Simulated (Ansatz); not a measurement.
**Squeezing and shearing Pnma (COD entry) SnSO4, displaced supercell (96 atoms)**

How stiff is Pnma (COD entry) SnSO4, displaced supercell (96 atoms), and how do its levels respond to strain?

Calculated with Ansatz 0.2.0; Kohn-Sham DFT, PBEsol, PAW (set soft_2), plane waves.

### Step 1. The starting structure

The cell holds 96 atoms: 16 Sn, 16 S and 64 O. Cell: a = 8.799 Å, b = 10.638 Å, c = 14.230 Å, α = 90.0°, β = 90.0°, γ = 90.0°. It derives from SnSO4 (Pnma, COD entry), repeated 1×2×2. Pnma (COD entry) SnSO4 (cell 8.799, 5.319, 7.115, 90, 90, 90), 1 x 2 x 2 conventional cells; every coordinate displaced by a Gaussian of 0.02 Å.

What the set-up can't give: Only the Γ point is sampled.

### Step 2. Single point at the start

A single point comes first, to see the forces before anything moves.

Contents of input.yaml:

```yaml
crystal:
  lattice:
    - [8.799, 0.0, 0.0]
    - [0.0, 10.638, 0.0]
    - [0.0, 0.0, 14.23]
  atoms:
    - { symbol: Sn, position: [0.2079, 0.12513, 0.11014] }
    - { symbol: Sn, position: [0.29312, 0.37618, 0.36109] }
    - { symbol: Sn, position: [0.79318, 0.37193, 0.39021] }
    - { symbol: Sn, position: [0.70755, 0.12425, 0.14226] }
    - { symbol: S, position: [0.06547, 0.12305, 0.35047] }
    - { symbol: S, position: [0.43275, 0.37384, 0.0966] }
    - { symbol: S, position: [0.93046, 0.37603, 0.15302] }
    - { symbol: S, position: [0.56901, 0.12143, 0.4015] }
    - { symbol: O, position: [0.91525, 0.12195, 0.29802] }
    - { symbol: O, position: [0.58266, 0.37505, 0.04693] }
    - { symbol: O, position: [0.07947, 0.37536, 0.20111] }
    - { symbol: O, position: [0.41432, 0.12343, 0.4518] }
    - { symbol: O, position: [0.19168, 0.12516, 0.27658] }
    - { symbol: O, position: [0.30816, 0.37472, 0.02579] }
    - { symbol: O, position: [0.80513, 0.37357, 0.22256] }
    - { symbol: O, position: [0.69181, 0.12543, 0.4751] }
    - { symbol: O, position: [0.08802, 0.00817, 0.40923] }
    - { symbol: O, position: [0.41627, 0.49053, 0.16083] }
    - { symbol: O, position: [0.91222, 0.25939, 0.09132] }
    - { symbol: O, position: [0.5867, 0.23775, 0.34172] }
    - { symbol: O, position: [0.91054, 0.4886, 0.09223] }
    - { symbol: O, position: [0.59013, 0.01213, 0.34111] }
    - { symbol: O, position: [0.08873, 0.23804, 0.41067] }
    - { symbol: O, position: [0.41307, 0.25994, 0.15907] }
    - { symbol: Sn, position: [0.21071, 0.12343, 0.61061] }
    - { symbol: Sn, position: [0.29146, 0.37426, 0.86085] }
    - { symbol: Sn, position: [0.7938, 0.37508, 0.88744] }
    - { symbol: Sn, position: [0.70955, 0.12076, 0.64068] }
    - { symbol: S, position: [0.06937, 0.12634, 0.84909] }
    - { symbol: S, position: [0.43141, 0.37232, 0.59979] }
    - { symbol: S, position: [0.9336, 0.37965, 0.65354] }
    - { symbol: S, position: [0.57365, 0.12531, 0.90165] }
    - { symbol: O, position: [0.91734, 0.12717, 0.80021] }
    - { symbol: O, position: [0.58086, 0.37248, 0.54814] }
    - { symbol: O, position: [0.08027, 0.37514, 0.70141] }
    - { symbol: O, position: [0.4146, 0.12705, 0.95092] }
    - { symbol: O, position: [0.19111, 0.12992, 0.77485] }
    - { symbol: O, position: [0.31009, 0.3757, 0.52415] }
    - { symbol: O, position: [0.8045, 0.37312, 0.72617] }
    - { symbol: O, position: [0.69278, 0.12423, 0.97759] }
    - { symbol: O, position: [0.08777, 0.01281, 0.90981] }
    - { symbol: O, position: [0.41258, 0.49285, 0.66094] }
    - { symbol: O, position: [0.90769, 0.25894, 0.58935] }
    - { symbol: O, position: [0.59188, 0.23932, 0.84147] }
    - { symbol: O, position: [0.91547, 0.49036, 0.59148] }
    - { symbol: O, position: [0.58706, 0.01222, 0.84129] }
    - { symbol: O, position: [0.0905, 0.23806, 0.91084] }
    - { symbol: O, position: [0.41713, 0.25949, 0.65746] }
    - { symbol: Sn, position: [0.20606, 0.6254, 0.11074] }
    - { symbol: Sn, position: [0.29283, 0.87657, 0.36175] }
    - { symbol: Sn, position: [0.7933, 0.87632, 0.3874] }
    - { symbol: Sn, position: [0.70575, 0.62473, 0.14298] }
    - { symbol: S, position: [0.0702, 0.62431, 0.34612] }
    - { symbol: S, position: [0.42727, 0.87849, 0.0955] }
    - { symbol: S, position: [0.93235, 0.8761, 0.15183] }
    - { symbol: S, position: [0.57249, 0.62316, 0.40374] }
    - { symbol: O, position: [0.9153, 0.62378, 0.29608] }
    - { symbol: O, position: [0.58325, 0.87484, 0.04885] }
    - { symbol: O, position: [0.08326, 0.87521, 0.20004] }
    - { symbol: O, position: [0.41763, 0.62432, 0.45101] }
    - { symbol: O, position: [0.19611, 0.62813, 0.27235] }
    - { symbol: O, position: [0.30693, 0.87441, 0.02713] }
    - { symbol: O, position: [0.8026, 0.8736, 0.22378] }
    - { symbol: O, position: [0.69423, 0.62853, 0.47575] }
    - { symbol: O, position: [0.09244, 0.50839, 0.40858] }
    - { symbol: O, position: [0.40939, 0.98796, 0.1585] }
    - { symbol: O, position: [0.91278, 0.75976, 0.09066] }
    - { symbol: O, position: [0.58841, 0.7405, 0.33976] }
    - { symbol: O, position: [0.91222, 0.98965, 0.08714] }
    - { symbol: O, position: [0.5878, 0.50846, 0.34099] }
    - { symbol: O, position: [0.08777, 0.73874, 0.40876] }
    - { symbol: O, position: [0.41184, 0.75947, 0.1607] }
    - { symbol: Sn, position: [0.20817, 0.62753, 0.61044] }
    - { symbol: Sn, position: [0.29398, 0.87486, 0.86104] }
    - { symbol: Sn, position: [0.79178, 0.87264, 0.88929] }
    - { symbol: Sn, position: [0.70997, 0.62546, 0.63752] }
    - { symbol: S, position: [0.06909, 0.62257, 0.84603] }
    - { symbol: S, position: [0.4333, 0.87237, 0.59653] }
    [... 12 atom lines left out ...]
    - { symbol: O, position: [0.91762, 0.75886, 0.59057] }
    - { symbol: O, position: [0.58611, 0.73898, 0.84185] }
    - { symbol: O, position: [0.91109, 0.98755, 0.591] }
    - { symbol: O, position: [0.58705, 0.511, 0.8418] }
    - { symbol: O, position: [0.08834, 0.74126, 0.90795] }
    - { symbol: O, position: [0.41009, 0.76468, 0.66064] }
kpoints:
  mp_grid: { grid: [1, 1, 1] }
hamiltonian:
  xc: pbesol
scf:
  occupations: { method: fermi_dirac, width: 0.05 }
output:
  forces: true
```

Run with:

```sh
$ ansatz run input.yaml --threads 4 --pin off --max-ram 8192MiB --backend cpu --events-out ev --progress --plain --runs-dir out
```

Numbers of over 12 decimals in the logs are rounded to 6 here.

The log of the run:

```text
Engine: ansatz 0.2.0, x86_64-unknown-linux-gnu
Pseudopotentials: kind: paw
Pseudopotential: Sn, paw, valence charge 14, recommended cutoff 420 eV (normal), Sn.paw.azcp
Pseudopotential: S, paw, valence charge 6, recommended cutoff 420 eV (normal), S.paw.azcp
Pseudopotential: O, paw, valence charge 6, recommended cutoff 420 eV (normal), O.paw.azcp
[... 3 lines on functional and potentials left out ...]
Crystal: 96 atoms, lattice volume = 1331.982 Å³
Basis set: ecut = 420 eV, 25989 PW (Γ), exchange–correlation on 120×144×192 points (8 copies of the dense FFT grid, shifted against one another)
Bands: 448, of which v1, the nominal top of the filled ones, is band 352 counted from 1 (351 counted from 0)
Symmetry: 1 space group operations
Space group: P1 (ITA 1), of the structure as read, at distance tolerance 1.1e-4 Å
k-points: 1
[... 10 lines on functional and potentials left out ...]
Initial density: superposition of atomic densities (neutral atoms: chi_scale 0, normalization atom), corrected by the library's trained network
Initial wavefunctions: pseudopotential atomic-orbital guess
Functional: x = pbesol(κ = 0.804, μ = 0.123457), c = pbesol(β = 0.046)
SCF iter   1: F=—  HF=-145219.803713 eV  |F-HF|=—  |Δ(HF+E_count)|=         —  Δρ=1.09e-2  dr2=1.27e0  ethr=1.77e-3  ⟨swp⟩=5.0  Hψ=1962  notcnv=0  defer=52
preconditioner: auto → Resta (q_TF=auto, 2.453 Å⁻¹)  ε∞=3.5  [insulator: Δε(μ)=3.581 eV  Ē_g=17.069 eV  σ=0.050 eV  W_gap=1.00  n_scr=336 (ndim 8)  ℏωp=27.0 eV  f_vac=0.037  D(μ)=0.00/eV (n_scr^D=0)  ε∞_Penn≈3.5]
SCF iter   2: F=—  HF=-145219.425708 eV  |F-HF|=—  |Δ(HF+E_count)|=   3.78e-1  Δρ=2.02e-3  dr2=6.39e-2  ethr=1.81e-4  ⟨swp⟩=3.0  Hψ=725  notcnv=0  defer=89
SCF iter   3: F=—  HF=-145219.448090 eV  |F-HF|=—  |Δ(HF+E_count)|=   2.24e-2  Δρ=9.86e-4  dr2=1.40e-2  ethr=9.08e-6  ⟨swp⟩=3.0  Hψ=857  notcnv=0  defer=49
automatic band count: iteration 3 solves 408 bands in place of 448: the levels show a gap, and the empty bands left out lie too high to hold charge; the band table lists the bands solved (type scf.n_extra_bands for more)
SCF iter   4: F=—  HF=-145219.454122 eV  |F-HF|=—  |Δ(HF+E_count)|=   6.03e-3  Δρ=3.82e-4  dr2=1.62e-3  ethr=1.99e-6  ⟨swp⟩=2.0  Hψ=568  notcnv=0  defer=49
SCF iter   5: F=—  HF=-145219.454714 eV  |F-HF|=—  |Δ(HF+E_count)|=   5.91e-4  Δρ=2.17e-4  dr2=5.34e-4  ethr=2.30e-7  ⟨swp⟩=2.0  Hψ=710  notcnv=0  defer=49
SCF iter   6: F=—  HF=-145219.454711 eV  |F-HF|=—  |Δ(HF+E_count)|=   3.12e-6  Δρ=4.21e-5  dr2=2.02e-5  ethr=7.58e-8  ⟨swp⟩=2.0  Hψ=699  notcnv=0  defer=49
SCF iter   7: F=—  HF=-145219.455499 eV  |F-HF|=—  |Δ(HF+E_count)|=   7.88e-4  Δρ=2.31e-5  dr2=6.08e-6  ethr=2.87e-9  ⟨swp⟩=2.0  Hψ=710  notcnv=0  defer=49
SCF iter   8: F=—  HF=-145219.455499 eV  |F-HF|=—  |Δ(HF+E_count)|=   4.36e-7  Δρ=7.00e-6  dr2=5.42e-7  ethr=8.63e-10  ⟨swp⟩=2.0  Hψ=710  notcnv=0  defer=49
SCF iter   9: F=-145219.455499 eV  HF=-145219.455499 eV  |F-HF|=1.79e-8  |Δ(HF+E_count)|=   1.72e-7  Δρ=2.13e-6  dr2=5.34e-8  ethr=1.42e-11  ⟨swp⟩=5.0  Hψ=1328  notcnv=0
SCF 1 converged in 9 iterations: F = -145219.455499 eV  dr2 = 5.34e-8
  greatest PAW one-centre occupation: 0.994 electrons in one spin orbital (limit 2), on the Sn atom at site 75 (counted from 0), in its partial waves of l = 2
SCF converged after 9 iterations
Free energy (F): -145219.455499 eV
Harris-Foulkes:  -145219.455499 eV  (|F-HF|=1.79e-8)
Internal energy: -145219.455499 eV  (E = F + TS)
E sigma→0 (E₀):  -145219.455499 eV
Fermi energy:    7.158534 eV
--- Per-component energies (eV) ---
  E_band       = -3582.979008
  E_kinetic    = 16030.957207
  E_local      = -42760.140090  (includes V_loc(G=0)·N_el)
  E_nonlocal   = 3005.918957
  E_hartree    = 18500.282866
  E_xc         = -12284.725916
  E_vxc        = -8944.378831  (∫ρ·V_xc dr)
  E_paw        = -84063.999439  (= ΣΔE_a)
  E_vpaw       = -7916.062694  (= ΣTr[D̂ρ^β])
  E_aug_tail   = 0.155256  (compensation charges beyond the density's cutoff)
  E_ewald      = -43655.711390
  E_core_change = 7.807051  (= ΣΔE_core)
  E_smearing   = -0.000000  (= −TS)
  E_closure    = -0.000000  (closes the sum)
  Σ components = -145219.455499   (vs F -145219.455499, Δ=0.00e0)
--- Forces (eV/Å), atoms counted from 1 ---
  atom   1  Sn     0.24857064     0.24844269     0.47121960
  atom   2  Sn    -0.16252468    -0.18478765     0.29202415
  atom   3  Sn    -0.51895376    -0.21581289    -0.51359607
  atom   4  Sn     0.56311782     0.14503835    -0.61536194
  atom   5  S      0.12577351     0.70537457    -2.42631029
  atom   6  S      1.14693093     0.98288679     0.47412188
  atom   7  S      0.69349611    -1.20692676    -0.46764816
  atom   8  S     -2.02116949     2.44279554     2.66142068
  atom   9  O      1.21290077     0.03002509     1.77758211
  atom  10  O     -0.88052259    -0.09773337     1.14269325
  atom  11  O     -0.10852850     0.08101901    -0.53396127
  atom  12  O      1.91519102    -0.34964919    -1.71688163
  atom  13  O     -0.20383752    -0.13106065     0.41424360
  atom  14  O     -0.76165526     0.06694856    -0.28221626
[...]
atom  95  O     -0.05513670    -1.22991953    -1.07824126
  atom  96  O     -0.01683115    -1.07915111    -0.15966824
  max |Σ_I F_I| component: 2.00e-5 eV/Å
```

Wall time 13 s (4 threads of Intel Xeon Platinum 8259CL at 2.50GHz (Skylake/Cascade Lake), shared host); peak memory 1.9 GiB; 47 s of CPU time.

The r.m.s. force at the start is 0.98 eV/Å.

### Step 3. Cell and atoms relaxed

Cell and atoms are freed together, to release stress as well as forces.

Contents of input.yaml:

```yaml
crystal:
  lattice:
    - [8.799, 0.0, 0.0]
    - [0.0, 10.638, 0.0]
    - [0.0, 0.0, 14.23]
  atoms:
    [... the 96 atom lines of step 2 ...]
kpoints:
  mp_grid: { grid: [1, 1, 1] }
hamiltonian:
  xc: pbesol
scf:
  occupations: { method: fermi_dirac, width: 0.05 }
output:
  forces: true
relax:
  f_tol: 0.05
  max_steps: 150
  cell: {}
```

The log of the run:

```text
[...]
Crystal: 96 atoms, lattice volume = 1331.982 Å³
Basis set: ecut = 420 eV, 25989 PW (Γ), exchange–correlation on 120×144×192 points (8 copies of the dense FFT grid, shifted against one another)
Bands: 448, of which v1, the nominal top of the filled ones, is band 352 counted from 1 (351 counted from 0)
Symmetry: 1 space group operations
[...]
k-points: 1
[...]
SCF iter   1: F=—  HF=-145219.803716 eV  |F-HF|=—  |Δ(HF+E_count)|=         —  Δρ=1.09e-2  dr2=1.27e0  ethr=1.77e-3  ⟨swp⟩=5.0  Hψ=1962  notcnv=0  defer=52
[...]
SCF iter   8: F=—  HF=-145219.455499 eV  |F-HF|=—  |Δ(HF+E_count)|=   4.32e-7  Δρ=7.00e-6  dr2=5.42e-7  ethr=8.58e-10  ⟨swp⟩=2.0  Hψ=710  notcnv=0  defer=89
SCF iter   9: F=-145219.455499 eV  HF=-145219.455499 eV  |F-HF|=1.77e-8  |Δ(HF+E_count)|=   1.71e-7  Δρ=2.12e-6  dr2=5.32e-8  ethr=1.42e-11  ⟨swp⟩=4.0  Hψ=1365  notcnv=0
SCF 1 converged in 9 iterations: F = -145219.455499 eV  dr2 = 5.32e-8
[...]
relax step   1: F+E_penalty+E_count = -145219.45549872 eV  Δ(F+E_penalty+E_count) = +0.000e0 eV  max|allowed force component| = 4.048e0 eV/Å  Δτ_max = 0.0000 Å  P = -4.443 GPa  Ω = 1331.982 Å³  (9 SCF iters, dr2 threshold 1.00e-7 eV, accepted)
[... from here on, the SCF cycles and remarks between the steps are left out ...]
relax step   2: F+E_penalty+E_count = -145221.64279940 eV  Δ(F+E_penalty+E_count) = -2.187e0 eV  max|allowed force component| = 2.472e0 eV/Å  Δτ_max = 0.1944 Å  P = -0.163 GPa  Ω = 1264.424 Å³  energy of the carried Pulay correction = +2.815e-1 eV  (9 SCF iters, dr2 threshold 9.60e-6 eV, accepted)
relax step   3: F+E_penalty+E_count = -145222.79853222 eV  Δ(F+E_penalty+E_count) = -1.156e0 eV  max|allowed force component| = 1.645e0 eV/Å  Δτ_max = 0.1359 Å  P = -0.285 GPa  Ω = 1321.630 Å³  energy of the carried Pulay correction = +4.220e-2 eV  (8 SCF iters, dr2 threshold 9.60e-6 eV, accepted)
relax step   4: F+E_penalty+E_count = -145223.03813769 eV  Δ(F+E_penalty+E_count) = -2.396e-1 eV  max|allowed force component| = 1.357e0 eV/Å  Δτ_max = 0.2000 Å  P = +0.438 GPa  Ω = 1332.482 Å³  energy of the carried Pulay correction = -2.032e-3 eV  (8 SCF iters, dr2 threshold 9.60e-6 eV, accepted)
relax step   5: F+E_penalty+E_count = -145223.26108525 eV  Δ(F+E_penalty+E_count) = -2.229e-1 eV  max|allowed force component| = 1.117e-1 eV/Å  Δτ_max = 0.1367 Å  P = -0.037 GPa  Ω = 1343.837 Å³  energy of the carried Pulay correction = -4.793e-2 eV  (7 SCF iters, dr2 threshold 9.60e-6 eV, accepted)
relax step   6: F+E_penalty+E_count = -145223.32063171 eV  Δ(F+E_penalty+E_count) = -5.955e-2 eV  max|allowed force component| = 1.616e-2 eV/Å  Δτ_max = 0.0613 Å  P = +0.035 GPa  Ω = 1339.133 Å³  energy of the carried Pulay correction = -2.897e-2 eV  (7 SCF iters, dr2 threshold 7.80e-7 eV, accepted)
relax step   7: F+E_penalty+E_count = -145223.31398307 eV  Δ(F+E_penalty+E_count) = +6.649e-3 eV  max|allowed force component| = 7.351e-3 eV/Å  Δτ_max = 0.0175 Å  P = -0.009 GPa  Ω = 1341.407 Å³  energy of the carried Pulay correction = -3.814e-2 eV  (8 SCF iters, dr2 threshold 9.78e-9 eV, accepted)
relax step   8: F+E_penalty+E_count = -145223.37022403 eV  Δ(F+E_penalty+E_count) = -5.624e-2 eV  max|allowed force component| = 7.301e-3 eV/Å  Δτ_max = 0.0000 Å  P = +0.068 GPa  Ω = 1341.407 Å³  stress off target by 2.02e-1 GPa  SCF on the basis re-selected at this cell (its energy is not comparable with the rows above)  (6 SCF iters)
relax step   9: F+E_penalty+E_count = -145223.36485287 eV  Δ(F+E_penalty+E_count) = +5.371e-3 eV  max|allowed force component| = 5.997e-3 eV/Å  Δτ_max = 0.0090 Å  P = +0.023 GPa  Ω = 1343.421 Å³  energy of the carried Pulay correction = -8.587e-3 eV  (7 SCF iters, dr2 threshold 1.02e-7 eV, accepted)
relax step  10: F+E_penalty+E_count = -145223.36306102 eV  Δ(F+E_penalty+E_count) = +1.792e-3 eV  max|allowed force component| = 2.447e-2 eV/Å  Δτ_max = 0.0122 Å  P = -0.011 GPa  Ω = 1344.037 Å³  energy of the carried Pulay correction = -1.150e-2 eV  (8 SCF iters, dr2 threshold 9.95e-9 eV, accepted)
relax step  11: F+E_penalty+E_count = -145223.38760969 eV  Δ(F+E_penalty+E_count) = -2.455e-2 eV  max|allowed force component| = 2.433e-2 eV/Å  Δτ_max = 0.0000 Å  P = -0.004 GPa  Ω = 1344.037 Å³  stress off target by 3.27e-2 GPa  SCF on the basis re-selected at this cell (its energy is not comparable with the rows above)  (5 SCF iters)
[...]
SCF converged after 5 iterations
Free energy (F): -145223.387610 eV
[...]
Internal energy: -145223.387610 eV  (E = F + TS)
E sigma→0 (E₀):  -145223.387610 eV
Fermi energy:    7.269100 eV
[...]
Σ components = -145223.387610   (vs F -145223.387610, Δ=0.00e0)
--- Forces (eV/Å), atoms counted from 1 ---
  atom   1  Sn    -0.00027840     0.00336845    -0.00444045
  atom   2  Sn    -0.00063446     0.00115820    -0.00639932
  atom   3  Sn    -0.00612649     0.00021607    -0.00146495
  atom   4  Sn     0.00597517     0.00052680     0.00407238
[...]
atom  96  O      0.00426668     0.00338006     0.00380529
  max |Σ_I F_I| component: 1.21e-6 eV/Å
--- Stress (GPa, compression-positive) ---
       -0.032704      -0.000332      -0.000031
       -0.000332       0.009706      -0.002659
       -0.000031      -0.002659       0.011963
  P = ⅓ Tr σ = -0.0037 GPa (-0.037 kbar)
--- Relaxed structure (9 steps of the walk, 9 accepted, 2 SCFs on fresh bases) ---
  F+E_penalty+E_count = -145223.38760969 eV   max|allowed force component| = 2.433e-2 eV/Å   (the final SCF, on the basis selected at the relaxed cell)
  cell:  # Å, volume = 1344.0369 Å³
    - [8.724650, -0.000437826, -0.000138523]
    - [-0.000529332, 10.864243, 0.0010565]
    - [-0.000224024, 0.00141323, 14.179592]
  atoms:
    - { symbol: Sn, position: [0.223590, 0.124736, 0.100607] }
    - { symbol: Sn, position: [0.277167, 0.374695, 0.350802] }
    - { symbol: Sn, position: [0.777255, 0.374965, 0.399640] }
    - { symbol: Sn, position: [0.723516, 0.124986, 0.149607] }
[...]
- { symbol: O, position: [0.403626, 0.762753, 0.645288] }
```

Elapsed: 2.3 min, on 4 threads; peak memory 2 GiB; 8.6 min of CPU time.

The relaxation converged after 9 steps, with a largest force component of 0.024 eV/Å.

[end of part 1 of 3]

[Logs are printed without paths, hosts, clocks, repeated set-up lines and the standing remarks that a program may print on its own settings, such as how far it seeks lower states.]

[Hosts, paths, dates, database ids (printed as entryN), source tags and the programs' standing remarks are cut or masked in the printed files.]
